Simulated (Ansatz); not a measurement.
# Simulated XPS, UPS and emission spectra of Sc5Pd4Si6, part 2 of 3

Aim: the valence spectrum of Sc5Pd4Si6 from He I to hard X-rays, and which orbitals make each feature. Spin–orbit coupling is left out of the bands throughout.

Ansatz 0.2.0; DFT, PBE, plane-wave PAW, default files, scalar-relativistic (the session's first sound run).

So far: Set-up; The base run.

## (2) The base run (continued)

ELF in the bc plane of the conventional cell at fractional x = 0.000, with atoms of Pd and Sc and Si within 0.2 Å of it. It is the smooth field of the valence electrons, not physical close to the nuclei.

Ten even steps from '_' (0.06) to '@' (0.81), each cell a mean:
```
++##==____::::::::--++**##%%####**==::::::::..__..####
--::....::::------==****------++##++------::::::__..--
__..::::::--======--++##++--==####----====--::::::..__
__..----::++++==++==--**##**####==--++====++--::--::..
::....::--++++++++==::--========----++++++++----::....
****--..::----==----------::::--------------::....++##
--##++__..::::--==******************++==::::..__::##++
****::__..::--++**==--++%%@@@@**====++**==::..____==**
....____..::==##**------##@@@@++----==##**--..______..
==--..______::**%%##****##%%%%##****%%##==..______::--
--....==++++--::++%%%%##**++++##%%%%##--::==++++::..--
..__==##==++##--..==++++--::::==++++::..**##==**##..__
..__--##****##::::++**++==----++****--..++##**##**....
==::..::----::--##%%%%%%##****##%%@@%%++::::----....--
--::..____..--**##**==++##%%%%**==++####++::______::::
::..____..::==**++------##@@@@++----==**++--..____..::
**##--____::--++**++++**%%@@%%##++++****==::..__..**##
--##++__..::::::--++**++++++++++**++==--::::::__::##++
**++::..::--======--------::::------========--::..--**
____..----++++==++++--==******++----++====++==--::..__
__..----::==++++++==--####++**##++--++++++++--::--::..
____..::::::--==----**##==----**##==--==----::::::..__
**==..__::--------==****======++**++--------::..__--++
--##++____..::::::::==**%%@@%%##++--::::::....__::##++
```
Columns run along b (9.5 Å), rows up along c (13.2 Å), edges of the conventional cell, whose origin can differ from the input's. Atoms in or near the plane, at fractional coordinates: Pd at (0.27, 0.83), Pd at (0.73, 0.83), Pd at (0.73, 0.17), Pd at (0.27, 0.17), Sc at (0.83, 0.50), Sc at (0.17, 0.50), Sc at (0.00, 0.73), Sc at (0.00, 0.27), Sc at (0.00, 0.00), Si at (0.50, 0.09), Si at (0.50, 0.91), Si at (0.38, 0.65), Si at (0.62, 0.65), Si at (0.62, 0.35) and more.

Recipe: projected DOS times atomic cross section and asymmetry factor (unpolarised light, 45° from the beam), occupied states only, Fermi edge at 300 K, a Lorentzian width of 0.2 eV growing by 0.05 eV per eV of binding energy, and a resolution of 0.15 eV. Curves are cut 10 eV under the photon energy, above any shell that the free atom's threshold puts out of reach, or at the lower edge of the window: 11.2 eV at 21.2 eV, 26.9 eV at 40.8 eV, 30 eV at 1486.7 eV and 30 eV at 9251.7 eV. A star in tables and legends marks shells that hold the states left over by the projection (1.3 % of the filled ones), a stand-in for orbitals that the files don't project on. Matrix elements of the solid and inelastic losses aren't modelled, nor non-dipole terms, which matter above 3 keV.

How the area divides among the shells (%):

| shell | 21.2 eV | 40.8 eV | 1486.7 eV | 9251.7 eV |
| --- | --- | --- | --- | --- |
| Pd 4d | 75.4 | 83.6 | 57.6 | 46.0 |
| Sc 4s | 0.1 | 0.1 | 0.5 | 2.1 |
| Sc 3p | 0.0 | 0.0 | 35.9 | 39.5 |
| Sc 3d | 21.9 | 13.4 | 0.6 | 0.1 |
| Si 3s | 0.6 | 0.9 | 3.6 | 10.8 |
| Si 3p | 1.9 | 2.0 | 1.7 | 1.0 |

At the Fermi level the DOS is 4.84 states/eV a cell, and on the broadened curves Sc 3d holds 61 % of the total there.

## (3) With RPBE

This step: DFT, RPBE, plane-wave PAW, default files, scalar-relativistic (Ansatz 0.2.0).

The run is repeated with RPBE on the same cell, to see how much the levels hang on the functional.

Input file input.yaml:

```yaml
crystal:
  lattice:
    - [-1.98835, 4.7299, 6.5795]
    - [1.98835, -4.7299, 6.5795]
    - [1.98835, 4.7299, -6.5795]
  atoms:
    - { symbol: Pd, position: [0.098843, 0.831561, 0.267282] }
    - { symbol: Pd, position: [0.564279, 0.831561, 0.732718] }
    - { symbol: Pd, position: [0.901157, 0.168439, 0.732718] }
    - { symbol: Pd, position: [0.435721, 0.168439, 0.267282] }
    - { symbol: Sc, position: [0.3281, 0.5, 0.8281] }
    - { symbol: Sc, position: [0.6719, 0.5, 0.1719] }
    - { symbol: Sc, position: [0.72752, 0.72752, 0.0] }
    - { symbol: Sc, position: [0.27248, 0.27248, 0.0] }
    - { symbol: Sc, position: [0.0, 0.0, 0.0] }
    - { symbol: Si, position: [0.58886, 0.08886, 0.5] }
    - { symbol: Si, position: [0.41114, 0.91114, 0.5] }
    - { symbol: Si, position: [0.02269, 0.64636, 0.37633] }
    - { symbol: Si, position: [0.27003, 0.64636, 0.62367] }
    - { symbol: Si, position: [0.97731, 0.35364, 0.62367] }
    - { symbol: Si, position: [0.72997, 0.35364, 0.37633] }
kpoints:
  mp_grid: { grid: [8, 8, 8] }
  band_path:
    path:
      - [[0.0, 0.0, 0.0], [0.5, 0.5, -0.5], [0.272832, 0.727168, -0.272832]]
      - [[-0.272832, 0.272832, 0.272832], [0.0, 0.0, 0.0], [0.379199, -0.379199, 0.379199]]
      - [[0.620801, 0.379199, -0.379199], [0.5, 0.5, -0.5]]
      - [[0.0, 0.0, 0.0], [0.0, 0.5, 0.0], [0.25, 0.25, 0.25], [0.5, 0.0, 0.0], [0.0, 0.0, 0.0]]
    npoints: 6
scf:
  occupations: { method: fermi_dirac, width: 0.05 }
  n_extra_bands: 34
hamiltonian:
  xc: rpbe
  pseudopotentials: { kind: paw }
output:
  forces: true
  stress: true
  dos:
    projected: true
    de: 0.05
    e_range: [-30, 12]
    nscf_kmesh: { grid: [14, 14, 14] }
  fatbands: true
```

Launch:

```console
$ ansatz run input.yaml --threads 4 --pin off --max-ram 8192MiB --backend cpu --events-out ev --progress --plain --runs-dir out
```

Wall time 1.9 min (4 threads of INTEL XEON PLATINUM 8581C at 2.10GHz (Emerald Rapids), shared host); peak memory 4.8 GiB.

This step gave:

| Quantity | Value |
| --- | --- |
| free energy | -42470.2536 eV |
| energy at zero smearing | -42470.2350 eV |
| smearing term TS | 0.03707 eV |
| Fermi energy | 13.37 eV |
| pressure | 5.254 GPa |
| share of occupied states in no projected shell | 0.0127 of the occupied states in the window |
| DOS at the Fermi level | 4.805 states/eV/cell |

The electronic bands at the labelled points (eV, zero at the Fermi level; # counts the bands kept):

| point | #36 | #37 | #38 | #39 | #40 | #41 | #42 | #43 |
| --- | --- | --- | --- | --- | --- | --- | --- | --- |
| Γ | -0.29 | -0.10 | -0.07 | -0.02 | 0.03 | 0.04 | 0.49 | 0.97 |
| halfway | -0.50 | -0.36 | -0.34 | -0.14 | 0.01 | 0.30 | 0.58 | 1.12 |
| X | -1.05 | -0.48 | -0.39 | -0.15 | 0.02 | 0.65 | 0.67 | 0.93 |
| halfway | -0.99 | -0.84 | -0.64 | -0.59 | -0.18 | 0.61 | 0.86 | 0.91 |
| F2 | -1.52 | -1.48 | -1.15 | -0.91 | -0.67 | 0.53 | 0.93 | 0.97 |
| jump to Σ0 | -1.52 | -1.48 | -1.15 | -0.91 | -0.67 | 0.53 | 0.93 | 0.97 |
| halfway | -1.05 | -0.85 | -0.75 | -0.23 | -0.05 | 0.17 | 0.43 | 0.85 |
| Γ | -0.29 | -0.10 | -0.07 | -0.02 | 0.03 | 0.04 | 0.49 | 0.97 |
| halfway | -0.45 | -0.41 | -0.38 | -0.06 | 0.17 | 0.33 | 0.58 | 0.81 |
| Y0 | -0.88 | -0.56 | -0.53 | -0.06 | 0.01 | 0.66 | 0.78 | 0.81 |
| jump to U0 | -0.88 | -0.56 | -0.53 | -0.06 | 0.01 | 0.66 | 0.78 | 0.81 |
| halfway | -1.03 | -0.49 | -0.45 | -0.12 | 0.02 | 0.67 | 0.73 | 0.90 |
| X | -1.05 | -0.48 | -0.39 | -0.15 | 0.02 | 0.65 | 0.67 | 0.93 |
| jump to Γ | -0.29 | -0.10 | -0.07 | -0.02 | 0.03 | 0.04 | 0.49 | 0.97 |
| halfway | -1.07 | -0.80 | -0.79 | -0.11 | -0.08 | 0.28 | 0.57 | 0.89 |
| R | -1.43 | -1.38 | -1.30 | -0.67 | -0.59 | 0.51 | 0.57 | 1.10 |
| halfway | -1.62 | -1.43 | -1.38 | -0.85 | -0.66 | 0.49 | 0.66 | 1.19 |
| W | -1.55 | -1.51 | -1.43 | -1.00 | -0.73 | 0.47 | 0.75 | 1.35 |
| halfway | -1.01 | -0.82 | -0.50 | -0.44 | -0.03 | 0.36 | 0.80 | 0.99 |
| S | -0.46 | -0.44 | -0.30 | -0.21 | -0.06 | 0.38 | 0.71 | 0.81 |
| halfway | -0.51 | -0.32 | -0.28 | -0.07 | 0.14 | 0.20 | 0.64 | 0.87 |
| Γ | -0.29 | -0.10 | -0.07 | -0.02 | 0.03 | 0.04 | 0.49 | 0.97 |

Of the projections kept (Pd d, Sc s, Sc d, Si s, Si p, not projected), the largest for each band there; the rest of the weight can lie on other orbitals:

| point | #36 | #37 | #38 | #39 | #40 | #41 | #42 | #43 |
| --- | --- | --- | --- | --- | --- | --- | --- | --- |
| Γ | Sc d 0.51 | Sc d 0.56 | Sc d 0.41 | Sc d 0.80 | Si p 0.41 | Sc d 0.77 | Sc d 0.55 | Sc d 0.60 |
| X | Sc d 0.44 | Si p 0.52 | Sc d 0.60 | Sc d 0.73 | Sc d 0.74 | Sc d 0.56 | Sc d 0.79 | Sc d 0.79 |
| F2 | Sc d 0.45 | Sc d 0.45 | Si p 0.50 | Si p 0.43 | Si p 0.46 | Sc d 0.70 | Sc d 0.57 | Sc d 0.49 |
| Σ0 | Sc d 0.45 | Sc d 0.45 | Si p 0.50 | Si p 0.43 | Si p 0.46 | Sc d 0.70 | Sc d 0.57 | Sc d 0.49 |
| Γ | Sc d 0.51 | Sc d 0.56 | Sc d 0.41 | Sc d 0.80 | Si p 0.41 | Sc d 0.77 | Sc d 0.55 | Sc d 0.60 |
| Y0 | Sc d 0.37 | Sc d 0.52 | Si p 0.53 | Sc d 0.68 | Sc d 0.73 | Sc d 0.80 | Sc d 0.79 | Sc d 0.74 |

The DOS has structure finer than the step of the table below, so its rows give means over 1 eV, whole bins alone (the curve runs from -30.0 to 5.72 eV). Peaks (eV: height): total -28.6: 32.2, -28.0: 140, -4.1: 25.7, 3.3: 19.7; Pd 4d -4.7: 15.4, -4.1: 20.0, -3.6: 15.4, -2.9: 12.4; Si 3p -5.0: 5.14, -4.7: 5.55, -1.8: 4.47, 4.3: 4.40; Sc 3d 1.6: 13.0, 1.9: 12.4, 2.2: 14.2, 3.3: 13.9; Si 3s -9.5: 6.17, -7.2: 4.01, 3.3: 1.37, 4.0: 1.41.

* holds the states left over by the projection beside any projected weight of its own, shared among the starred shells. The DOS by E, zero at the Fermi level; means over each step; 7 of 10 lines; values in states/eV/cell:

| E (eV) | total | Pd 4d | Si 3p | Sc 3d | Si 3s | Sc 4s | Sc 4p* |
| --- | --- | --- | --- | --- | --- | --- | --- |
| -29 | 4.35 | 0.00144 | 0.0245 | 0.00236 | 0.00360 | 0.00333 | 0 |
| -28 | 25.7 | 0.0279 | 0.209 | 0.0159 | 0.0398 | 0.0197 | 0 |
| -27 | 0 | 0 | 0 | 0 | 0 | 0 | 0 |
| -26 | 0 | 0 | 0 | 0 | 0 | 0 | 0 |
| -25 | 0 | 0 | 0 | 0 | 0 | 0 | 0 |
| -24 | 0 | 0 | 0 | 0 | 0 | 0 | 0 |
| -23 | 0 | 0 | 0 | 0 | 0 | 0 | 0 |
| -22 | 0 | 0 | 0 | 0 | 0 | 0 | 0 |
| -21 | 0 | 0 | 0 | 0 | 0 | 0 | 0 |
| -20 | 0 | 0 | 0 | 0 | 0 | 0 | 0 |
| -19 | 0 | 0 | 0 | 0 | 0 | 0 | 0 |
| -18 | 0 | 0 | 0 | 0 | 0 | 0 | 0 |
| -17 | 0 | 0 | 0 | 0 | 0 | 0 | 0 |
| -16 | 0 | 0 | 0 | 0 | 0 | 0 | 0 |
| -15 | 0 | 0 | 0 | 0 | 0 | 0 | 0 |
| -14 | 0 | 0 | 0 | 0 | 0 | 0 | 0 |
| -13 | 0 | 0 | 0 | 0 | 0 | 0 | 0 |
| -12 | 0 | 0 | 0 | 0 | 0 | 0 | 0 |
| -11 | 0.141 | 8.9e-4 | 0.00439 | 9.6e-4 | 0.0722 | 0.0587 | 7.9e-4 |
| -10 | 3.21 | 0.130 | 0.266 | 0.0971 | 1.96 | 0.682 | 0.0366 |
| -9 | 2.65 | 0.208 | 0.249 | 0.222 | 1.79 | 0.135 | 0.0331 |
| -8 | 2.37 | 0.321 | 0.540 | 0.160 | 1.14 | 0.120 | 0.0334 |
| -7 | 3.63 | 0.771 | 0.572 | 0.395 | 1.71 | 0.106 | 0.0317 |
| -6 | 1.32 | 0.493 | 0.589 | 0.0892 | 0.00917 | 0.106 | 0.0102 |
| -5 | 14.0 | 8.16 | 4.20 | 0.723 | 0.122 | 0.538 | 0.106 |
| -4 | 17.9 | 13.6 | 2.81 | 0.782 | 0.225 | 0.261 | 0.121 |
| -3 | 12.9 | 8.56 | 2.42 | 0.942 | 0.403 | 0.278 | 0.157 |
| -2 | 9.01 | 2.66 | 3.50 | 1.89 | 0.344 | 0.204 | 0.221 |
| -1 | 9.19 | 1.71 | 3.44 | 3.21 | 0.231 | 0.146 | 0.241 |
| 0 | 5.27 | 0.635 | 1.21 | 2.95 | 0.0576 | 0.0728 | 0.186 |
| 1 | 7.62 | 0.741 | 1.00 | 5.22 | 0.0940 | 0.0817 | 0.271 |
| 2 | 14.2 | 0.693 | 0.962 | 11.3 | 0.245 | 0.193 | 0.448 |
| 3 | 13.8 | 0.347 | 1.59 | 10.0 | 0.726 | 0.408 | 0.411 |
| 4 | 11.3 | 0.293 | 2.37 | 5.76 | 0.955 | 0.830 | 0.601 |
| 5 | 9.09 | 0.208 | 2.66 | 2.67 | 0.735 | 0.896 | 1.07 |

Maxima picked by a test of local sharpness, so broad peaks and shoulders can be missing; peaks within 0.45 eV of a curve's cut are left out. Valence peaks, by row, the first 40 of 41 rows:

| photon energy (eV) | binding energy (eV) | height (% of the maximum within 13 eV) | main shell | its share (%) |
| --- | --- | --- | --- | --- |
| 21.2 | 9.4 | 7.878 | Sc 3d | 33.38 |
| 21.2 | 7.25 | 14.62 | Pd 4d | 48.35 |
| 21.2 | 4.65 | 75.7 | Pd 4d | 87.37 |
| 21.2 | 4.1 | 100 | Pd 4d | 90.11 |
| 21.2 | 3.6 | 81.61 | Pd 4d | 88.63 |
| 21.2 | 3 | 71.19 | Pd 4d | 84.16 |
| 21.2 | 1.25 | 46.59 | Sc 3d | 64.52 |
| 21.2 | 0.55 | 42.02 | Sc 3d | 72.4 |
| 40.8 | 9.4 | 5.952 | Pd 4d | 39.4 |
| 40.8 | 7.25 | 11.75 | Pd 4d | 63.63 |
| 40.8 | 4.65 | 74.5 | Pd 4d | 93.92 |
| 40.8 | 4.1 | 100 | Pd 4d | 95.33 |
| 40.8 | 3.6 | 80.89 | Pd 4d | 94.61 |
| 40.8 | 3 | 68.71 | Pd 4d | 92.26 |
| 40.8 | 1.3 | 29.4 | Pd 4d | 50.2 |
| 40.8 | 0.6 | 24.79 | Sc 3d | 53.84 |
| 150 | 28.1 | 373 | Sc 3p | 99.72 |
| 150 | 9.45 | 37.13 | Si 3s | 70.62 |
| 150 | 7.3 | 41 | Si 3s | 52.08 |
| 150 | 4.7 | 65.64 | Si 3p | 38.46 |
| 150 | 4.1 | 70.96 | Pd 4d | 43.19 |
| 150 | 3.6 | 61.08 | Pd 4d | 40.29 |
| 150 | 2.95 | 63.87 | Sc 3d | 32.36 |
| 150 | 2.3 | 60.81 | Sc 3d | 46.95 |
| 150 | 1.25 | 100 | Sc 3d | 64.8 |
| 150 | 0.55 | 91.06 | Sc 3d | 72.02 |
| 1487 | 28.1 | 74.5 | Sc 3p | 99.73 |
| 1487 | 9.45 | 11.48 | Si 3s | 72.34 |
| 1487 | 7.25 | 15.06 | Pd 4d | 50.87 |
| 1487 | 4.65 | 73.91 | Pd 4d | 96.97 |
| 1487 | 4.1 | 100 | Pd 4d | 97.66 |
| 1487 | 3.6 | 80.51 | Pd 4d | 97.37 |
| 1487 | 3 | 67.8 | Pd 4d | 95.77 |
| 1487 | 0.65 | 12.82 | Pd 4d | 82.11 |
| 9252 | 28.1 | 86.36 | Sc 3p | 99.42 |
| 9252 | 9.45 | 49.74 | Si 3s | 86.88 |
| 9252 | 7.3 | 44.87 | Si 3s | 78.43 |
| 9252 | 4.65 | 74.3 | Pd 4d | 91.15 |
| 9252 | 4.1 | 100 | Pd 4d | 92.27 |
| 9252 | 3.6 | 81.24 | Pd 4d | 91.18 |

Spectra as before, but with a recipe of its own (widths, and in some runs the light), which changes peak heights and what is resolved: Gaussian 0.15 eV, Lorentzian 0.05 eV plus 0.05 times the binding energy, linear light, analyser at 10°, Fermi edge at 77 K; some photon energies differ too.

Side by side:

| quantity | this run | base run | difference |
| --- | --- | --- | --- |
| DOS at the Fermi level (states/eV/cell) | 4.8051 | 4.836 | -0.0309 |

## (4) With PBEsol

This step: DFT, PBEsol, plane-wave PAW, default files, scalar-relativistic (Ansatz 0.2.0).

The run is repeated with PBEsol on the same cell, to see how much the levels hang on the functional.

Edit input.yaml of step 3 so:

```diff
@@ -34,3 +34,3 @@
 hamiltonian:
-  xc: rpbe
+  xc: pbesol
   pseudopotentials: { kind: paw }
```

The job ended after 1.9 min (4 threads; peak memory 4.8 GiB; 7.3 min of CPU time).

Numbers from this step:

```
free energy                                    : -41927.8522 eV
energy at zero smearing                        : -41927.8337 eV
smearing term TS                               : 0.03696 eV
Fermi energy                                   : 13.13 eV
pressure                                       : -2.119 GPa
share of occupied states in no projected shell : 0.0129 of the occupied states in the window
DOS at the Fermi level                         : 4.847 states/eV/cell
```

The electronic bands at the labelled points (eV, zero at the Fermi level; # counts the bands kept):

| point | #36 | #37 | #38 | #39 | #40 | #41 | #42 | #43 |
| --- | --- | --- | --- | --- | --- | --- | --- | --- |
| Γ | -0.30 | -0.08 | -0.05 | -0.04 | 0.02 | 0.04 | 0.49 | 0.97 |
| halfway | -0.49 | -0.34 | -0.33 | -0.15 | 0.00 | 0.32 | 0.58 | 1.13 |
| X | -1.03 | -0.45 | -0.40 | -0.15 | 0.02 | 0.65 | 0.68 | 0.94 |
| halfway | -0.97 | -0.84 | -0.62 | -0.56 | -0.18 | 0.59 | 0.86 | 0.91 |
| F2 | -1.52 | -1.46 | -1.15 | -0.90 | -0.64 | 0.52 | 0.93 | 0.98 |
| jump to Σ0 | -1.52 | -1.46 | -1.15 | -0.90 | -0.64 | 0.52 | 0.93 | 0.98 |
| halfway | -1.05 | -0.84 | -0.76 | -0.22 | -0.03 | 0.16 | 0.44 | 0.84 |
| Γ | -0.30 | -0.08 | -0.05 | -0.04 | 0.02 | 0.04 | 0.49 | 0.97 |
| halfway | -0.47 | -0.39 | -0.39 | -0.07 | 0.18 | 0.34 | 0.57 | 0.79 |
| Y0 | -0.88 | -0.55 | -0.50 | -0.06 | 0.01 | 0.64 | 0.76 | 0.81 |
| jump to U0 | -0.88 | -0.55 | -0.50 | -0.06 | 0.01 | 0.64 | 0.76 | 0.81 |
| halfway | -1.01 | -0.47 | -0.45 | -0.13 | 0.02 | 0.66 | 0.75 | 0.89 |
| X | -1.03 | -0.45 | -0.40 | -0.15 | 0.02 | 0.65 | 0.68 | 0.94 |
| jump to Γ | -0.30 | -0.08 | -0.05 | -0.04 | 0.02 | 0.04 | 0.49 | 0.97 |
| halfway | -1.05 | -0.80 | -0.78 | -0.10 | -0.07 | 0.27 | 0.58 | 0.88 |
| R | -1.41 | -1.37 | -1.30 | -0.67 | -0.56 | 0.50 | 0.59 | 1.10 |
| halfway | -1.60 | -1.41 | -1.37 | -0.85 | -0.63 | 0.47 | 0.68 | 1.19 |
| W | -1.52 | -1.50 | -1.42 | -1.00 | -0.70 | 0.45 | 0.76 | 1.35 |
| halfway | -1.00 | -0.82 | -0.49 | -0.44 | -0.02 | 0.36 | 0.79 | 0.99 |
| S | -0.46 | -0.41 | -0.32 | -0.21 | -0.07 | 0.39 | 0.72 | 0.79 |
| halfway | -0.50 | -0.34 | -0.26 | -0.08 | 0.14 | 0.21 | 0.63 | 0.86 |
| Γ | -0.30 | -0.08 | -0.05 | -0.04 | 0.02 | 0.04 | 0.49 | 0.97 |

Of the projections kept (Pd d, Sc s, Sc d, Si s, Si p, not projected), the largest for each band there; the rest of the weight can lie on other orbitals:

| point | #36 | #37 | #38 | #39 | #40 | #41 | #42 | #43 |
| --- | --- | --- | --- | --- | --- | --- | --- | --- |
| Γ | Sc d 0.51 | Sc d 0.57 | Sc d 0.41 | Sc d 0.80 | Sc d 0.76 | Si p 0.40 | Sc d 0.57 | Sc d 0.58 |
| X | Sc d 0.44 | Si p 0.52 | Sc d 0.60 | Sc d 0.73 | Sc d 0.74 | Sc d 0.78 | Sc d 0.57 | Sc d 0.79 |
| F2 | Sc d 0.45 | Sc d 0.46 | Si p 0.50 | Si p 0.43 | Si p 0.46 | Sc d 0.70 | Sc d 0.57 | Sc d 0.49 |
| Σ0 | Sc d 0.45 | Sc d 0.46 | Si p 0.50 | Si p 0.43 | Si p 0.46 | Sc d 0.70 | Sc d 0.57 | Sc d 0.49 |
| Γ | Sc d 0.51 | Sc d 0.57 | Sc d 0.41 | Sc d 0.80 | Sc d 0.76 | Si p 0.40 | Sc d 0.57 | Sc d 0.58 |
| Y0 | Sc d 0.37 | Sc d 0.52 | Si p 0.53 | Sc d 0.68 | Sc d 0.73 | Sc d 0.79 | Sc d 0.79 | Sc d 0.73 |

The two runs compared:

| quantity | this run | base run | difference |
| --- | --- | --- | --- |
| DOS at the Fermi level (states/eV/cell) | 4.847 | 4.836 | 0.0110 |

Of the bands kept, 2 cross the Fermi level on this path.

[end of part 2 of 3]

[Logs are printed without paths, hosts, clocks, repeated set-up lines and the standing remarks that a program may print on its own settings, such as how far it seeks lower states.]

[Hosts, paths, dates, database ids (printed as entryN), source tags and the programs' standing remarks are cut or masked in the printed files.]

[Maps of the electrostatic potential energy from Ansatz leave out the sawtooth potential of an applied field or a dipole correction, so their vacuum need not be flat; work functions include it.]

[Peak lists hold at most the 14 tallest peaks of each spectrum; further lines can be left out.]
